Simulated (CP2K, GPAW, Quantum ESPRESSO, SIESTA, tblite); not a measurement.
**A faulty GPAW run on glassy nearly rigid 61SiO2-11SrO-15BaO-13ZnO (mol %) at 1500 K (120 atoms)**

Program: GPAW 26.7.0, a calculation on a cell of 28 Si, 5 Sr, 7 Ba, 6 Zn and 74 O, 15.4 Å³ an atom.

File run.py:

```python
import numpy as np
from ase.io import read
from gpaw import GPAW, FermiDirac

atoms = read("structure.xyz")
atoms.calc = GPAW(
    mode="lcao",
    basis="dzp",
    h=0.45,
    xc="PBE",
    kpts={"size": (1, 1, 1), "gamma": True},
    occupations=FermiDirac(0.05),
    maxiter=60,
    symmetry={"point_group": False},
    txt="gpaw.txt",
)
energy = atoms.get_potential_energy(force_consistent=True)
forces = atoms.get_forces()
print(f"energy {energy:.6f} eV")
print("forces (eV/A)")
for i, (a, f) in enumerate(zip(atoms, forces)):
    print(f"{i:4d} {a.symbol:2s} {f[0]:10.5f} {f[1]:10.5f} {f[2]:10.5f}")
print(f"Fermi level {atoms.calc.get_fermi_level():.4f} eV")
for k in range(len(atoms.calc.get_ibz_k_points())):
    for s in range(atoms.calc.get_number_of_spins()):
        e = atoms.calc.get_eigenvalues(kpt=k, spin=s)
        n = np.searchsorted(e, atoms.calc.get_fermi_level())
        print(f"k {k} spin {s} levels about the Fermi level:", np.round(e[max(n - 6, 0):n], 4).tolist(), "|", np.round(e[n:n + 6], 4).tolist())
```

File structure.xyz:

```xyz
120
Lattice="12.26840 0.00000 0.00000 0.00000 12.26840 0.00000 0.00000 0.00000 12.26840" Properties=species:S:1:pos:R:3 pbc="T T T"
Si 7.28228 6.76860 0.46878
Si 2.16427 6.41490 3.48398
Si 9.45170 0.87388 6.00869
Si 0.74113 9.02365 7.62444
Si 0.56238 11.24988 9.75792
Si 6.32657 1.27064 1.01067
Si 3.10660 4.55133 10.62370
Si 3.33296 9.36337 10.84269
Si 2.57268 6.87865 0.13704
Si 5.89938 11.56910 10.87250
[... 106 atom lines left out ...]
O 7.71658 3.38093 9.15321
O 4.31443 2.74579 4.61194
O 2.25199 6.60457 1.79008
O 1.55257 7.55513 8.06819
```

The run is started by

```
OMP_NUM_THREADS=1 python run.py > output.txt
```

Log:

```text
energy -329.192117 eV
forces (eV/A)
   0 Si   -0.59940   -1.45019    7.18821
   1 Si    7.95559   -5.13573   -4.16669
   2 Si    1.80605   -2.31359    5.31698
   3 Si    3.79970  -13.93232   -3.33227
   4 Si    1.91623   -0.70704   -1.57384
   5 Si   -0.18445    1.45455    1.99895
   6 Si   -1.25090    0.25988   -5.47609
   7 Si    2.61772    3.08658   -1.23964
   8 Si   -6.07477   11.39821    5.16366
   9 Si   -6.91771    5.47953    1.99916
  10 Si    2.37756   -6.03244    2.33678
  11 Si    0.51870    3.18853   -3.77585
  12 Si    3.52116    2.81242   -2.59868
  13 Si   -7.87570   -0.10665   10.33094
  14 Si   -1.33061   -3.51036   -2.99801
  15 Si   -0.05345    5.67671   -0.65049
  16 Si  -25.09611    0.04817   -7.01839
  17 Si   -7.33088  -11.45122  -16.88070
  18 Si   -3.58984    0.22497   -0.66236
  19 Si    0.28947    4.18121    3.04671
  20 Si   -1.10610   -1.44984    3.26796
  21 Si    0.06168    0.07917    0.19442
  22 Si   -5.15502    9.06458    1.24115
  23 Si   -5.60947   -6.40679    4.43483
[...]
112 O   -13.14427  -42.15516  -97.75283
 113 O   -38.15293 -120.13677  125.22721
 114 O    98.81917 -142.61533  -25.72612
 115 O  -121.25660 -132.91174  130.37074
 116 O    37.08695  -36.80766  -99.81932
 117 O  -124.48186   38.90337   21.96775
 118 O   192.71041  120.82299  123.03131
 119 O    28.39664   47.18360  -47.02345
Fermi level 5.5784 eV
k 0 spin 0 levels about the Fermi level: [4.8111, 4.9157, 4.9777, 5.145, 5.4327, 5.5144] | [5.6283, 6.3203, 6.399, 6.6384, 6.9383, 7.0206]
```

gpaw.txt:

```text
Input parameters:
  mode=LCAO(),
  basis={'default': 'dzp'},
  h=0.45,
  kpts=MonkhorstPack(size=(1, 1, 1), gamma=True),
  maxiter=60,
  occupations=Occupations(name='fermi-dirac', width=0.05, fixmagmom=False),
  symmetry=Symmetry(point_group=False),
  xc=XC(name='PBE')
Unit cell  # Å
| periodic |         x |         y |         z |   lengths |    angles |
|----------|-----------|-----------|-----------|-----------|-----------|
|      yes | 12.268400 |  0.000000 |  0.000000 | 12.268400 | 90.000000 |
[... lines left out ...]
  Fermi-Dirac:
[... lines left out ...]
convergence criteria:
- Maximum [total energy] change in last 3 cyles: 0.0005 eV / valence electron
[... lines left out ...]
Converged in 16 steps
SCF loop duration: 149.423 s (9.339 s/step)
Energy contributions relative to reference atoms: (reference = -2646437.416824)
Energy contributions:
  Kinetic:         840.012579
  Coulomb:        -897.627312
  Zero:            665.209044
  External:          0.000000
  Xc:             -936.655319
  Entropy:          -0.131110
  Spinorbit:         0.000000
  ----------------------------
  Free energy:    -329.192117
  Extrapolated:   -329.126562
dipole moment: (68.602243, -45.088162, 102.183067)  # |e|*Ang
Fermi level: 5.578
Eigenvalues  # (at kpt = [0.000, 0.000, 0.000])
| band index |      eig [eV] | occ [0-2] |
|------------|---------------|-----------|
|          0 |       -32.097 |     2.000 |
|        ... |               |           |
|        366 |         4.517 |     2.000 |
|        367 |         4.705 |     2.000 |
[...]
|        381 |         7.206 |     0.000 |
|        ... |               |           |
|        452 |        10.505 |     0.000 |
Gap: 0.114 eV
Transition (v -> c):
  (s=0, k=0, n=373, [0.00, 0.00, 0.00]) -> (s=0, k=0, n=374, [0.00, 0.00, 0.00])
No difference between direct/indirect transitions
Force computation time: 21.273  # s
timing:  # [seconds]
  Total:  187.130  # ━━━━━━━━━━━━━━━━━━━━━━━━━━━━━━━━━━━━━━━━━━━━━━━━━━━━━━━━
  Init:    16.392  # ━━━━━
  SCF:    149.423  # ━━━━━━━━━━━━━━━━━━━━━━━━━━━━━━━━━━━━━━━━━━━━╸
  Forces:  21.273  # ━━━━━━╸
```

Wall time 3.1 min (1 thread of Arm Neoverse V1, shared host); peak memory 0.77 GiB.

Banners, paths, timers and routine set-up lines are dropped from the logs unmarked, and long logs keep their key lines alone; longer cuts are marked.

Against a plane-wave PBE reference and this program's sound run:

- r.m.s. difference of force components: 64700 meV/Å
- longest difference of force vectors: 257900 meV/Å
- force difference over r.m.s. force: 1885 %
- slope of forces against the reference's: 1.348
- energy less the same-level run's: 3683 meV/atom
- r.m.s. force difference from the same-level run: 64690 meV/Å

Q: Name the fault.

A grid far too coarse: grid spacing 0.45 Å. The sound run has grid spacing 0.18 Å.

The run converged all the same, so the exit status doesn't show the fault.

[Also dropped from logs without a mark: logging warnings of Python, and SIESTA's first energy breakdown and zero terms.]

[Logs are printed without paths, hosts, clocks, repeated set-up lines and the standing remarks that a program may print on its own settings, such as how far it seeks lower states.]

[Hosts, paths, dates, database ids (printed as entryN), source tags and the programs' standing remarks are cut or masked in the printed files.]
